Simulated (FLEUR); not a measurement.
# 1 ML Cr on Nb(110), 4 substrate layers: moments or none, part 2 of 2

Wanted: the moments of 1 ML Cr on Nb(110), 4 substrate layers and the energy gained by spin polarisation.

FLEUR MaX-R8.1; LDA (VWN); all-electron FLAPW film, Dirac cores, scalar-relativistic bands.

So far. Step 2 (Order 1, typed as ferro +): After 85 cycles the largest moment stands at 2.98 μB. Step 3 (Order 2, typed as no spin polarisation): It lies 125 meV a seeded atom over the first start.

**4. A faulty input**

A slip in the input shows what the program catches and what it lets pass.

Input file inp.xml:

```
<?xml version="1.0" encoding="UTF-8" standalone="no"?>
<fleurInput fleurInputVersion="0.39">
   <comment>
      Nb4Cr
   </comment>
   <calculationSetup>
      <cutoffs Kmax="3.6" Gmax="10.8" GmaxXC="10.8" numbands="0"/>
      <scfLoop itmax="50" minDistance="0.00002" maxIterBroyd="15" imix="Anderson" alpha="0.03" precondParam="0.0" spinf="2.0" sdNocoIR="T"/>
      <coreElectrons ctail="T" frcor="F" kcrel="0" coretail_lmax="0"/>
      <xcFunctional name="vwn" relativisticCorrections="F"/>
      <magnetism jspins="2"/>
      <soc l_soc="F" theta="0.0" phi="0.0" spav="F"/>
      <expertModes spex="0" secvar="F"/>
      <geometryOptimization l_f="F" forcealpha="1.0" forcemix="BFGS" epsdisp="0.00001" epsforce="0.00001"/>
      <ldaU l_linMix="F" mixParam="0.05" spinf="1.0"/>
   </calculationSetup>
   <cell>
      <bzIntegration valenceElectrons="64.0" mode="hist" fermiSmearingEnergy="0.00293995">
         <kPointListSelection listName="default-1"/>
         <xi:include xmlns:xi="http://www.w3.org/2001/XInclude" href="kpts.xml"> </xi:include>
      </bzIntegration>
      <xi:include xmlns:xi="http://www.w3.org/2001/XInclude" href="sym.xml"> </xi:include>
      <filmLattice scale="1.0" dVac="23.09" dTilda="25.59">
         <bravaisMatrixFilm>
            <row-1>    3.1444097850281700    -4.4468676116123529</row-1>
            <row-2>    3.1444097850281700     4.4468676116123529</row-2>
         </bravaisMatrixFilm>
         <vacuumEnergyParameters vacuum="1" spinUp="-.25" spinDown="-.25"/>
         <vacuumEnergyParameters vacuum="2" spinUp="-.25" spinDown="-.25"/>
      </filmLattice>
   </cell>
   <atomSpecies>
      <species name="Niobium (Nb)" element="Nb" atomicNumber="41">
         <mtSphere radius="2.44" gridPoints="807" logIncrement="0.016"/>
         <atomicCutoffs lmax="10" lnonsphr="8"/>
         <electronConfig flipSpins="F">
            <coreConfig>(1s1/2) (2s1/2) (2p1/2) (2p3/2) (3s1/2) (3p1/2) (3p3/2) (3d3/2) (3d5/2)</coreConfig>
            <valenceConfig>(4s1/2) (4p1/2) (4p3/2) (5s1/2) (4d3/2) (4d5/2)</valenceConfig>
            <stateOccupation state="(5s1/2)" spinUp="0.500000" spinDown="0.500000"/>
            <stateOccupation state="(4d3/2)" spinUp="0.800000" spinDown="0.800000"/>
            <stateOccupation state="(4d5/2)" spinUp="1.200000" spinDown="1.200000"/>
         </electronConfig>
         <energyParameters s="5" p="5" d="4" f="4"/>
         <lo type="SCLO" l="0" n="4" eDeriv="0"/>
         <lo type="SCLO" l="1" n="4" eDeriv="0"/>
      </species>
      <species name="Chromium (2.500" element="Cr" atomicNumber="24">
         <mtSphere radius="2.44" gridPoints="807" logIncrement="0.015"/>
         <atomicCutoffs lmax="10" lnonsphr="8"/>
         <electronConfig flipSpins="F">
            <coreConfig>(1s1/2) (2s1/2) (2p1/2) (2p3/2)</coreConfig>
            <valenceConfig>(3s1/2) (3p1/2) (3p3/2) (4s1/2) (3d3/2) (3d5/2)</valenceConfig>
            <stateOccupation state="(4s1/2)" spinUp="0.5" spinDown="0.5"/>
            <stateOccupation state="(3d3/2)" spinUp="1.0" spinDown="1.0"/>
            <stateOccupation state="(3d5/2)" spinUp="2.75" spinDown="0.25"/>
         </electronConfig>
         <energyParameters s="4" p="4" d="3" f="4"/>
         <lo type="SCLO" l="0" n="3" eDeriv="0"/>
         <lo type="SCLO" l="1" n="3" eDeriv="0"/>
      </species>
   </atomSpecies>
   <atomGroups>
      <atomGroup species="Niobium (Nb)">
         <filmPos label="                   1">.0000000000 .0000000000 -8.7045367355</filmPos>
         <force calculate="T" relaxXYZ="TTT"/>
      </atomGroup>
      <atomGroup species="Niobium (Nb)">
         <filmPos label="                   2">1.000/2.000 1.000/2.000 -4.2576948425</filmPos>
         <force calculate="T" relaxXYZ="TTT"/>
      </atomGroup>
      <atomGroup species="Niobium (Nb)">
         <filmPos label="                   3">.0000000000 .0000000000 .1891909157</filmPos>
         <force calculate="T" relaxXYZ="TTT"/>
      </atomGroup>
      <atomGroup species="Niobium (Nb)">
         <filmPos label="                   4">1.000/2.000 1.000/2.000 4.6360328087</filmPos>
         <force calculate="T" relaxXYZ="TTT"/>
      </atomGroup>
      <atomGroup species="Chromium (2.500">
         <filmPos label="                   5">.0000000000 .0000000000 8.7045367355</filmPos>
         <force calculate="T" relaxXYZ="TTT"/>
      </atomGroup>
   </atomGroups>
   <output dos="F" band="F" slice="F">
      <bandDOS minEnergy="-.5*Htr" maxEnergy="0.5*Htr" sigma="0.015" storeEVData="T"/>
      <plotting iplot="0" polar="F">
         <plot TwoD="T" vec1="  1.0  0.0  0.0" vec2="  0.0  1.0  0.0" vec3="  0.0  0.0  1.0" zero="  0.0  0.0 -0.5" file="plot"/>
      </plotting>
      <moessbauerParams electricFieldGradient="F" isomerShift="F" coreHyperfine="F" valenceHyperfine="F"/>
   </output>
</fleurInput>
```

Input file crystal.txt:

```
Nb4Cr
&input film=T cartesian=F /
1.66395000000  -2.35318100000  0.00000000000
1.66395000000  2.35318100000  0.00000000000
0.00000000000  0.00000000000  1.00000000000
1.8897261246
1.0 1.0 1.0

5
41 0.00000000000  0.00000000000  -8.70453673546
41 0.50000000000  0.50000000000  -4.25769484249
41 0.00000000000  0.00000000000  0.18919091575
41 0.50000000000  0.50000000000  4.63603280873
24 0.00000000000  0.00000000000  8.70453673546 : 2.500

&kpt div1=10 div2=10 div3=1 gamma=T /
```

Run with:

```
> OMP_NUM_THREADS=1 inpgen -f crystal.txt > inpgen.log  # inp.xml is then edited as shown
> OMP_NUM_THREADS=1 mpirun -n 4 fleur_MPI > fleur.log
```

Output:

```text
Welcome to FLEUR        (www.flapw.de)
      MaX-Release 8.1          (www.max-centre.eu)
**************FLEUR-Error*****************
Error message: E-field too big or No. of e- not correct
Error occurred in subroutine: efield
Error from PE:0/4
*****************************************

Memory (rank 0): 0.032 GB (peak 0.034 GB)
```

The job ended after 2.5 s (4 MPI ranks of Arm Neoverse V1, shared host; peak memory 0.12 GiB).

The program refused the input before any cycle.

The program's message: “E-field too big or No. of e- not correct”

The fault in the input: two valence electrons too few.

valenceElectrons must match the valence configurations of all atoms.

**5. The states side by side**

Free energies are divided by the number of seeded atoms.

Orders:

```csv
start,final state,typed order kept,energy over the lowest (meV a seeded atom),largest sphere moment (μB),net moment (μB a primitive cell),mesh matched,CPU time (s)
ferro +,"ferromagnetic, with opposed induced moments",yes,0,2.977,3.039,yes,2503
no spin polarisation,non-magnetic,-,124.7,0,0,yes,722.1
```

**6. Results**

```json
{
  "lower run": "with moments",
  "largest site spin moment": "2.98 μB",
  "energy gained by spin polarisation": "125 meV a seeded atom"
}
```

In words: The crystal holds moments, up to 2.98 μB, and the spinless run lies 125 meV a seeded atom higher. No antiferromagnetic order was tried, so the session says nothing on how the moments order. A substrate of 4 unrelaxed layers is a model; thickness and relaxation can move these numbers.

[Logs and program files are shortened in this print: banners, set-up blocks, solver, clock and traceback lines can be left out without a mark of their own.]

[Logs are printed without paths, hosts, clocks, repeated set-up lines and the standing remarks that a program may print on its own settings, such as how far it seeks lower states.]

[Hosts, paths, dates, database ids (printed as entryN), source tags and the programs' standing remarks are cut or masked in the printed files.]

[Where a cell is said to come from a database of computed structures, the database is the Materials Project.]
